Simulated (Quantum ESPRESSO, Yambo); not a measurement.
## Diamond (Fd-3m, 2 atoms a cell): G0W0 in Yambo against the bands

How does the gap of Diamond (Fd-3m, 2 atoms a cell) converge in the bands?

Main program and level: Yambo 5.3.0; PBE and many-body steps on it, plane waves.

This is a report of a sequence of runs, with most program output left out.

## Step 1: The structure

The structure is cubic, space group Fd-3m (No. 227). Conventional cell: a = 3.567 Å, b = 3.567 Å, c = 3.567 Å, α = 90.00°, β = 90.00°, γ = 90.00°. Nearest to C lie 4 C at 1.54 Å.

Coordinates:

```xyz
2
Lattice="0.0000 1.7834 1.7834 1.7834 0.0000 1.7834 1.7834 1.7834 0.0000" Properties=species:S:1:pos:R:3 pbc="T T T"
C     0.0000    0.0000    0.0000
C     0.8917    0.8917    0.8917
```

The cell and positions come from the Crystallography Open Database and are kept as given unless a step says otherwise.

## Step 2: 12 bands

This step: Yambo 5.3.0; G0W0 on PBE, plane waves, norm-conserving pseudopotentials.

G0W0 replaces the xc potential by the self-energy, built once from these orbitals. Only a window of levels is corrected, while the sums run over the empty bands that the input names.

Contents of gw1.in:

```
HF_and_locXC
gw0
dyson
ppa
em1d
rim_cut
RandQpts= 1000000
RandGvec= 1 RL
EXXRLvcs= 74 Ry
VXCRLvcs= 296 Ry
Chimod= "HARTREE"
% BndsRnXp
 1 | 12 |
%
NGsBlkXp= 15.5 Ry
% LongDrXp
 1 | 1 | 1 |
%
% GbndRnge
 1 | 12 |
%
DysSolver= "n"
ExtendOut
PPAPntXp= 27.21138 eV
% QPkrange
 1 | 1 | 3 | 6 |
 10 | 10 | 3 | 6 |
%
```

Started as:

```sh
$ OMP_NUM_THREADS=1 mpirun -n 4 yambo -F gw1.in -J gw1 -C gw1 > gw1.log
```

Run time: 6.5 s. Hardware: 4 MPI ranks of Arm Neoverse V1, shared host; peak memory 1.1 GiB.

This step gave:

```
G0W0 gap on the points computed              : 5.543 eV
starting gap on the mesh                     : 4.207 eV
k of the valence top                         : 0, 0, 0
k of the conduction bottom                   : 0, 0.3333, 0.3333
least direct G0W0 gap on the computed points : 7.567 eV
Z at the valence top                         : 0.8384
Z at the conduction bottom                   : 0.8478
```

The gap on the mesh goes from 4.21 eV to 5.54 eV, a correction of +1.34 eV.

## Step 3: 20 bands

gw2.in, as its differences from gw1.in of step 2:

```diff
@@ -12,3 +12,3 @@
 % BndsRnXp
- 1 | 12 |
+ 1 | 20 |
 %
@@ -19,3 +19,3 @@
 % GbndRnge
- 1 | 12 |
+ 1 | 20 |
 %
```

Started as:

```sh
$ OMP_NUM_THREADS=1 mpirun -n 4 yambo -F gw2.in -J gw2 -C gw2 > gw2.log
```

The job ended after 9 s (4 MPI ranks; peak memory 1.1 GiB; 32 s of CPU time).

Numbers from this step:

* G0W0 gap on the points computed: 5.483 eV
* starting gap on the mesh: 4.207 eV
* k of the valence top: 0, 0, 0
* k of the conduction bottom: 0, 0.3333, 0.3333
* least direct G0W0 gap on the computed points: 7.440 eV
* Z at the valence top: 0.8347
* Z at the conduction bottom: 0.8437

Against the run before, the gap moves by −0.060 eV.

## Step 4: 37 bands

gw3.in, as its differences from gw2.in of step 3:

```diff
@@ -12,3 +12,3 @@
 % BndsRnXp
- 1 | 20 |
+ 1 | 37 |
 %
@@ -19,3 +19,3 @@
 % GbndRnge
- 1 | 20 |
+ 1 | 37 |
 %
```

Started as:

```sh
$ OMP_NUM_THREADS=1 mpirun -n 4 yambo -F gw3.in -J gw3 -C gw3 > gw3.log
```

It took 14 s on 4 MPI ranks; peak memory 1 GiB.

Numbers from this step:

```yaml
g0w0_gap_on_the_points_computed: 5.478 eV
starting_gap_on_the_mesh: 4.207 eV
k_of_the_valence_top: 0, 0, 0
k_of_the_conduction_bottom: 0, 0.3333, 0.3333
least_direct_g0w0_gap_on_the_computed_points: 7.378 eV
```

Against the run before, the gap moves by −0.005 eV.

## Step 5: 66 bands

gw4.in, as its differences from gw3.in of step 4:

```diff
@@ -12,3 +12,3 @@
 % BndsRnXp
- 1 | 37 |
+ 1 | 66 |
 %
@@ -19,3 +19,3 @@
 % GbndRnge
- 1 | 37 |
+ 1 | 66 |
 %
```

Started as:

```sh
$ OMP_NUM_THREADS=1 mpirun -n 4 yambo -F gw4.in -J gw4 -C gw4 > gw4.log
```

The job ended after 23 s (4 MPI ranks; peak memory 1.1 GiB).

This step gave:

* G0W0 gap on the points computed: 5.498 eV
* starting gap on the mesh: 4.207 eV
* k of the valence top: 0, 0, 0
* k of the conduction bottom: 0, 0.3333, 0.3333
* least direct G0W0 gap on the computed points: 7.367 eV

Against the run before, the gap moves by +0.020 eV.

## Step 6: 99 bands

gw5.in, as its differences from gw4.in of step 5:

```diff
@@ -12,3 +12,3 @@
 % BndsRnXp
- 1 | 66 |
+ 1 | 99 |
 %
@@ -19,3 +19,3 @@
 % GbndRnge
- 1 | 66 |
+ 1 | 99 |
 %
```

Started as:

```sh
$ OMP_NUM_THREADS=1 mpirun -n 4 yambo -F gw5.in -J gw5 -C gw5 > gw5.log
```

Elapsed: 33 s, on 4 MPI ranks; peak memory 1.2 GiB.

Numbers from this step:

| Item | Value |
| --- | --- |
| G0W0 gap on the points computed | 5.508 eV |
| starting gap on the mesh | 4.207 eV |
| k of the valence top | 0, 0, 0 |
| k of the conduction bottom | 0, 0.3333, 0.3333 |
| least direct G0W0 gap on the computed points | 7.366 eV |

Against the run before, the gap moves by +0.010 eV.

## Step 7: 137 bands

gw6.in, as its differences from gw5.in of step 6:

```diff
@@ -12,3 +12,3 @@
 % BndsRnXp
- 1 | 99 |
+ 1 | 137 |
 %
@@ -19,3 +19,3 @@
 % GbndRnge
- 1 | 99 |
+ 1 | 137 |
 %
```

Started as:

```sh
$ OMP_NUM_THREADS=1 mpirun -n 4 yambo -F gw6.in -J gw6 -C gw6 > gw6.log
```

Wall time 45 s (4 MPI ranks); peak memory 1.2 GiB; 2.9 min of CPU time.

This step gave:

```
G0W0 gap on the points computed              : 5.513 eV
starting gap on the mesh                     : 4.207 eV
k of the valence top                         : 0, 0, 0
k of the conduction bottom                   : 0, 0.3333, 0.3333
least direct G0W0 gap on the computed points : 7.365 eV
```

Against the run before, the gap moves by +0.005 eV.

## Step 8: Side by side

Times are wall times on 4 MPI ranks of Arm Neoverse V1, shared host, good to a factor of about two.

```csv
run,mesh,bands,screening cutoff (eV),DFT gap (eV),gap on the mesh (eV),direct (eV),time
12 bands,6×6×6,12,210.9,4.207,5.543,7.567,6.5 s
20 bands,6×6×6,20,210.9,4.207,5.483,7.440,9 s
37 bands,6×6×6,37,210.9,4.207,5.478,7.378,14 s
66 bands,6×6×6,66,210.9,4.207,5.498,7.367,23 s
99 bands,6×6×6,99,210.9,4.207,5.508,7.366,33 s
137 bands,6×6×6,137,210.9,4.207,5.513,7.365,45 s
```

## Step 9: What came out

| Quantity | Value |
| --- | --- |
| 12 bands | 5.543 eV |
| 20 bands | 5.483 eV |
| 37 bands | 5.478 eV |
| 66 bands | 5.498 eV |
| 99 bands | 5.508 eV |
| 137 bands | 5.513 eV |
| known limits | not at the basis limit; coarse k mesh |

In words: The setting moved: bands. From 12 bands to 137 bands the gap moves by −0.03 eV, for 6.8 times the time, not steadily: it passes through 5.48 eV. It holds to 0.03 eV from 66 bands on. Bands and screening cutoff are coupled, so a series along one setting does not show full convergence. Bands and cutoff are finite, so the gap is not at the basis limit. The miss can reach some tenths of an eV and take either sign; the mesh is an error of its own. In the G0W0 runs levels were corrected at 2 k points alone, so a gap called «on the mesh» is the least over those, and an edge elsewhere would be missed. The 6×6×6 mesh is coarse for this cell, which bears on the long-range parts of exchange and screening.

[Paths, hosts, dates, memory and timing lines, banners, echoed tables and standing remarks are left out of the program output.]

[Logs are printed without paths, hosts, clocks, repeated set-up lines and the standing remarks that a program may print on its own settings, such as how far it seeks lower states.]

[Runs of the session that timed out or met a known fault of the program may be left out.]

[Hosts, paths, dates, database ids (printed as entryN), source tags and the programs' standing remarks are cut or masked in the printed files.]
